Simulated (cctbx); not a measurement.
# Zn2CuO3 with cctbx, script by script

Library: cctbx 2025.11. The data are simulated by the first script.

## 1. Simulate the data

run.py:

```python
from cctbx import adptbx, crystal, miller, sgtbx, xray
from cctbx.array_family import flex
from iotbx.shelx import hklf
from scitbx import matrix
import scitbx.random

cs = crystal.symmetry(unit_cell=(3.252, 3.509, 11.645, 90, 90, 90), space_group_symbol='Hall: -I 2 2')  # Immm
atoms = [  # label, site, U (iso, or U11 U22 U33 U12 U13 U23 in A^2), occupancy
    ("Zn1", (0.5, 0, 0.8584), 0.0161, 1),
    ("Cu1", (0, 0.5, 0), 0.0167, 1),
    ("O1", (0, 0, 0), 0.0191, 1),
    ("O2", (0.5, 0, 0.6534), 0.0183, 1),
]
xs = xray.structure(crystal_symmetry=cs)
for label, site, u, occ in atoms:
    u = adptbx.u_cif_as_u_star(cs.unit_cell(), u) if isinstance(u, tuple) else u
    xs.add_scatterer(xray.scatterer(label, site=site, u=u, occupancy=occ))
xs.set_inelastic_form_factors(1.3414, "sasaki")
xs.show_summary()
p1 = xs.expand_to_p1()
ms = miller.build_set(p1, anomalous_flag=True, d_min=0.83)
flex.set_random_seed(82502)
scitbx.random.set_random_seed(82502)
ms = ms.select(flex.random_double(ms.size()) < 0.5)
i = ms.structure_factors_from_scatterers(p1, algorithm="direct").f_calc().as_intensity_array().data()
i = i * 70000 / flex.max(i)
sig = flex.sqrt(i + flex.pow2(0.015 * i) + 4 ** 2)
noise = scitbx.random.variate(scitbx.random.normal_distribution())(i.size())
data = ms.array(data=i + sig * noise, sigmas=sig).set_observation_type_xray_intensity()
with open("data.hkl", "w") as f:
    data.export_as_shelx_hklf(f)
print("reflections written:", data.size(), " <I/sigma> = %.1f" % flex.mean(data.data() / data.sigmas()))
for h, a, b in list(data.sort("data"))[:12]:
    print("%4d%4d%4d %9.1f %7.1f" % (h + (a, b)))
```

```console
$ python run.py
```

```text
Number of scatterers: 4
At special positions: 4
Unit cell: (3.252, 3.509, 11.645, 90, 90, 90)
Space group: I m m m (No. 71)
reflections written: 455  <I/sigma> = 18.3
   1  -1   0   70315.9  1082.8
   0   0  -6   41725.3   661.5
   0   1  -3   28041.3   457.8
   0   1   3   28024.4   457.8
   2   2   0   26559.6   429.3
  -2  -2   0   26465.1   429.3
   2  -2   0   26058.1   429.3
   0   0   8   22482.2   365.7
  -1   2   3   21142.5   346.7
  -1  -2  -3   20870.6   346.7
  -1   1  -6   19204.7   315.2
  -1  -1   6   19037.3   315.2
```

It took 0.35 s on 1 thread of Arm Neoverse N1, with other jobs on the host, peak memory 0.07 GiB.

## 2. Refinement (lightest element left out)

run.py:

```python
import math
from cctbx import adptbx, crystal, maptbx, sgtbx, xray
from cctbx.array_family import flex
from cctbx.xray import observations
from iotbx.shelx import hklf
from scitbx.lstbx import normal_eqns_solving
from smtbx import absolute_structure, utils
from smtbx.refinement import constraints, least_squares

cs = crystal.symmetry(unit_cell=(3.252, 3.509, 11.645, 90, 90, 90), space_group_symbol='Hall: -I 2 2')  # Immm
atoms = [  # label, site, U (iso, or U11 U22 U33 U12 U13 U23 in A^2), occupancy
    ("Zn1", (0.5, 0, 0.8625), 0.0200, 1),
    ("Cu1", (0, 0.5, 0), 0.0200, 1),
]
xs = xray.structure(crystal_symmetry=cs)
for label, site, u, occ in atoms:
    u = adptbx.u_cif_as_u_star(cs.unit_cell(), u) if isinstance(u, tuple) else u
    xs.add_scatterer(xray.scatterer(label, site=site, u=u, occupancy=occ))
xs.set_inelastic_form_factors(1.3414, "sasaki")
raw = hklf.reader(file_name="data.hkl").as_miller_arrays(crystal_symmetry=cs, anomalous=True)[0]
merged = raw.eliminate_sys_absent().merge_equivalents()
fo2 = merged.array().set_observation_type_xray_intensity()
print("Rint %.3f, %d unique reflections to %.2f A" % (merged.r_int(), fo2.size(), fo2.d_min()))
for sc in xs.scatterers():
    sc.flags.set_grad_site(True)
    sc.flags.set_grad_u_aniso(sc.flags.use_u_aniso())
    sc.flags.set_grad_u_iso(sc.flags.use_u_iso())
obs = fo2.as_xray_observations()
extra = {}
rep = constraints.reparametrisation(xs, [], utils.connectivity_table(xs), **extra)
ls = least_squares.crystallographic_ls(obs, rep, weighting_scheme=least_squares.mainstream_shelx_weighting(a=0, b=0))
print("cycle     R1     wR2    GooF  max shift (A)")
for cycle in range(8):
    ls.build_up()
    r1, wr2, goof = ls.r1_factor(cutoff_factor=2)[0], ls.wR2(), ls.goof()
    old = xs.sites_cart()
    normal_eqns_solving.levenberg_marquardt_iterations(ls, n_max_iterations=3, tau=1e-06, step_threshold=1e-7)
    big = flex.max((xs.sites_cart() - old).norms())
    print("%4d %7.4f %7.4f %7.3f %9.5f" % (cycle + 1, r1, wr2, goof, big))
    ls.build_up(objective_only=True)
    if abs(ls.wR2() - wr2) < 5e-5 and big < 5e-4:
        break
ls.build_up()
print("final R1 %.4f wR2 %.4f GooF %.3f  parameters %d  data/parameter %.1f" % (ls.r1_factor(cutoff_factor=2)[0], ls.wR2(), ls.goof(), ls.n_parameters, fo2.size() / ls.n_parameters))
cov = ls.covariance_matrix_and_annotations()
su = dict(zip(cov.annotations, (math.sqrt(max(v, 0)) for v in cov.matrix.matrix_packed_u_diagonal())))
a2 = cs.unit_cell().reciprocal_parameters()[0] ** -2
print("atom        x        y        z      Ueq    occ   su(xyz)  su(Uiso or U11)")
for sc in xs.scatterers():
    s = max(su.get(sc.label + k, 0) for k in (".x", ".y", ".z"))
    npd = "" if sc.is_positive_definite_u(cs.unit_cell()) else "  NPD"
    print("%-5s %8.5f %8.5f %8.5f %8.4f %6.3f %8.5f %7.4f%s" % ((sc.label,) + sc.site + (sc.u_iso_or_equiv(cs.unit_cell()), sc.occupancy, s, su.get(sc.label + ".uiso", su.get(sc.label + ".u11", 0) * a2), npd)))
fo = fo2.f_sq_as_f()
fc = fo.structure_factors_from_scatterers(xs, algorithm="direct").f_calc()
diff = fo.f_obs_minus_f_calc(1 / math.sqrt(ls.scale_factor()), fc).average_bijvoet_mates()
m = diff.fft_map(symmetry_flags=maptbx.use_space_group_symmetry, resolution_factor=0.25).apply_volume_scaling()
print("difference map: max %.2f min %.2f rms %.2f" % (m.statistics().max(), m.statistics().min(), m.statistics().sigma()))
peaks = m.peak_search(parameters=maptbx.peak_search_parameters(min_distance_sym_equiv=0.6, max_clusters=8)).all()
near = xs.closest_distances(peaks.sites(), distance_cutoff=4)
sps = cs.special_position_settings(min_distance_sym_equiv=0.5)
for k, (x, h) in enumerate(zip(peaks.sites(), peaks.heights())):
    ss = sps.site_symmetry(x)
    print("Q%-3d %7.4f %7.4f %7.4f %4d %7.2f  %.2f A from %s" % ((k + 1,) + tuple(t % 1 for t in ss.exact_site()) + (ss.multiplicity(), h, near.smallest_distances[k], xs.scatterers()[near.i_seqs[k]].label)))
```

```console
$ python run.py
```

```text
Rint 0.010, 83 unique reflections to 0.83 A
cycle     R1     wR2    GooF  max shift (A)
   1  0.2331  0.5185  34.225   0.03829
   2  0.2154  0.4391  28.988   0.00004
final R1 0.2154 wR2 0.4391 GooF 28.988  parameters 3  data/parameter 27.7
atom        x        y        z      Ueq    occ   su(xyz)  su(Uiso or U11)
Zn1    0.50000  0.00000  0.85921   0.0062  1.000  0.00079  0.0039
Cu1    0.00000  0.50000  0.00000   0.0064  1.000  0.00000  0.0043
difference map: max 16.57 min -5.09 rms 1.97
Q1    0.0000  0.5000  0.1540    4   16.74  1.79 A from Cu1
Q2    0.0000  0.0000  0.0000    2   14.82  1.75 A from Cu1
Q3    0.0000  0.5000  0.3519    4   11.98  0.09 A from Zn1
Q4    0.0000  0.5000  0.0000    2    6.59  0.00 A from Cu1
Q5    0.2064  0.2484  0.2050   16    1.94  1.49 A from Zn1
Q6    0.0000  0.5000  0.5000    2    1.92  1.64 A from Zn1
Q7    0.1906  0.2768  0.5000    8    1.74  1.40 A from Cu1
Q8    0.2556  0.2273  0.3831   16    1.26  1.30 A from Zn1
```

Time: 0.52 s.

Figures of merit this high mean that the model is still wrong or incomplete.

## 3. Refinement (whole model)

run.py, as its changes from the last script of this kind:

```diff
@@ -13,0 +14,2 @@
+    ("O1", (0, 0, 0), 0.0200, 1),
+    ("O2", (0.5, 0, 0.6536), 0.0200, 1),
@@ -58 +60 @@
-peaks = m.peak_search(parameters=maptbx.peak_search_parameters(min_distance_sym_equiv=0.6, max_clusters=8)).all()
+peaks = m.peak_search(parameters=maptbx.peak_search_parameters(min_distance_sym_equiv=0.6, max_clusters=6)).all()
```

```console
$ python run.py
```

```text
Rint 0.010, 83 unique reflections to 0.83 A
cycle     R1     wR2    GooF  max shift (A)
   1  0.1085  0.2521  16.961   0.04794
   2  0.0055  0.0127   0.853   0.00000
final R1 0.0055 wR2 0.0127 GooF 0.853  parameters 6  data/parameter 13.8
atom        x        y        z      Ueq    occ   su(xyz)  su(Uiso or U11)
Zn1    0.50000  0.00000  0.85838   0.0161  1.000  0.00002  0.0001
Cu1    0.00000  0.50000  0.00000   0.0167  1.000  0.00000  0.0001
O1     0.00000  0.00000  0.00000   0.0191  1.000  0.00000  0.0004
O2     0.50000  0.00000  0.65322   0.0180  1.000  0.00010  0.0003
difference map: max 0.14 min -0.17 rms 0.03
Q1    0.2000  0.5000  0.1126    8    0.15  0.80 A from O2
Q2    0.0000  0.3461  0.0000    4    0.10  0.54 A from Cu1
Q3    0.0000  0.1994  0.3354    8    0.09  1.09 A from Zn1
Q4    0.0000  0.3470  0.1711    8    0.09  0.58 A from O2
Q5    0.1884  0.3130  0.5000    8    0.07  1.21 A from O1
Q6    0.1994  0.5000  0.4434    8    0.06  1.18 A from O1
```

Time: 0.51 s.

## 4. Simulate the data

run.py, as its changes from the last script of this kind:

```diff
@@ -18 +18 @@
-xs.set_inelastic_form_factors(1.3414, "sasaki")
+xs.switch_to_neutron_scattering_dictionary()
@@ -21 +21 @@
-ms = miller.build_set(p1, anomalous_flag=True, d_min=0.83)
+ms = miller.build_set(p1, anomalous_flag=True, d_min=0.7)
@@ -26 +26 @@
-i = i * 70000 / flex.max(i)
+i = i * 5000 / flex.max(i)
```

```console
$ python run.py
```

```text
Number of scatterers: 4
At special positions: 4
Unit cell: (3.252, 3.509, 11.645, 90, 90, 90)
Space group: I m m m (No. 71)
reflections written: 769  <I/sigma> = 7.4
   2   0   0    4962.8   103.2
  -2   2   0    4144.6    87.3
   0   0  -6    3793.5    83.0
   0   0   6    3747.4    83.0
   0  -2  -6    3015.5    70.7
   1  -1   0    2703.9    65.8
  -1  -1   0    2628.3    65.8
  -2   2   6    2389.0    59.1
  -2   2  -6    2319.7    59.1
  -4   0   0    2310.5    59.1
   2  -4   0    1932.5    54.9
   0   0  -8    1851.1    51.1
```

Time: 0.36 s.

## 5. Refinement (lightest element left out)

run.py, as its changes from the last script of this kind:

```diff
@@ -12 +12 @@
-    ("Zn1", (0.5, 0, 0.8625), 0.0200, 1),
+    ("Zn1", (0.5, 0, 0.8584), 0.0200, 1),
@@ -14,2 +13,0 @@
-    ("O1", (0, 0, 0), 0.0200, 1),
-    ("O2", (0.5, 0, 0.6536), 0.0200, 1),
@@ -21 +19 @@
-xs.set_inelastic_form_factors(1.3414, "sasaki")
+xs.switch_to_neutron_scattering_dictionary()
@@ -60 +58 @@
-peaks = m.peak_search(parameters=maptbx.peak_search_parameters(min_distance_sym_equiv=0.6, max_clusters=6)).all()
+peaks = m.peak_search(parameters=maptbx.peak_search_parameters(min_distance_sym_equiv=0.6, max_clusters=8)).all()
```

```console
$ python run.py
```

```text
Rint 0.030, 131 unique reflections to 0.70 A
cycle     R1     wR2    GooF  max shift (A)
   1  0.8157  0.9773  29.372   0.32094
   2  0.6925  0.9409  28.279   0.02390
   3  0.7065  0.9403  28.259   0.00267
   4  0.7115  0.9402  28.257   0.00215
   5  0.7152  0.9401  28.255   0.00302
   6  0.7205  0.9400  28.250   0.00950
   7  0.7269  0.9385  28.205   0.02467
   8  0.6915  0.9279  27.887   0.01605
final R1 0.6825 wR2 0.9264 GooF 27.842  parameters 3  data/parameter 43.7
atom        x        y        z      Ueq    occ   su(xyz)  su(Uiso or U11)
Zn1    0.50000  0.00000  0.89300   0.0001  1.000  0.00405  0.0094
Cu1    0.00000  0.50000  0.00000   0.0326  1.000  0.00000  0.0199
difference map: max 93.03 min -29.41 rms 7.42
Q1    0.0000  0.5000  0.4035    4   93.06  0.12 A from Zn1
Q2    0.0000  0.5000  0.2438    4   50.03  1.74 A from Zn1
Q3    0.0000  0.5000  0.1074    4   46.32  1.25 A from Cu1
Q4    0.0000  0.0000  0.2493    4   30.29  2.32 A from Zn1
Q5    0.0000  0.0000  0.4169    4   28.49  1.78 A from Zn1
Q6    0.0000  0.0000  0.0000    2   28.19  1.75 A from Cu1
Q7    0.0000  0.3514  0.5000    4   12.87  1.35 A from Zn1
Q8    0.0000  0.1417  0.5000    4    8.91  1.70 A from Cu1
```

Time: 0.77 s.

Figures of merit this high mean that the model is still wrong or incomplete.

## 6. Refinement (whole model)

run.py, as its changes from the last script of this kind:

```diff
@@ -13,0 +14,2 @@
+    ("O1", (0, 0, 0), 0.0200, 1),
+    ("O2", (0.5, 0, 0.6548), 0.0200, 1),
@@ -58 +60 @@
-peaks = m.peak_search(parameters=maptbx.peak_search_parameters(min_distance_sym_equiv=0.6, max_clusters=8)).all()
+peaks = m.peak_search(parameters=maptbx.peak_search_parameters(min_distance_sym_equiv=0.6, max_clusters=6)).all()
```

```console
$ python run.py
```

```text
Rint 0.030, 131 unique reflections to 0.70 A
cycle     R1     wR2    GooF  max shift (A)
   1  0.0444  0.0954   2.902   0.01582
   2  0.0144  0.0295   0.899   0.00000
final R1 0.0144 wR2 0.0295 GooF 0.899  parameters 6  data/parameter 21.8
atom        x        y        z      Ueq    occ   su(xyz)  su(Uiso or U11)
Zn1    0.50000  0.00000  0.85845   0.0164  1.000  0.00005  0.0002
Cu1    0.00000  0.50000  0.00000   0.0167  1.000  0.00000  0.0002
O1     0.00000  0.00000  0.00000   0.0193  1.000  0.00000  0.0002
O2     0.50000  0.00000  0.65344   0.0185  1.000  0.00006  0.0002
difference map: max 0.29 min -0.43 rms 0.08
Q1    0.2152  0.1694  0.5000    8    0.29  1.10 A from Cu1
Q2    0.0000  0.5000  0.5000    2    0.27  1.63 A from O1
Q3    0.0000  0.3903  0.1904    8    0.24  0.58 A from O2
Q4    0.0000  0.1494  0.1230    8    0.20  1.28 A from O2
Q5    0.1400  0.0000  0.4569    8    0.20  1.27 A from Cu1
Q6    0.0000  0.0000  0.3013    4    0.20  1.71 A from O2
```

Run time: 0.48 s on 1 thread of Arm Neoverse N1, with other jobs on the host, peak memory 0.09 GiB.

[Logs are printed without paths, hosts, clocks, repeated set-up lines and the standing remarks that a program may print on its own settings, such as how far it seeks lower states.]
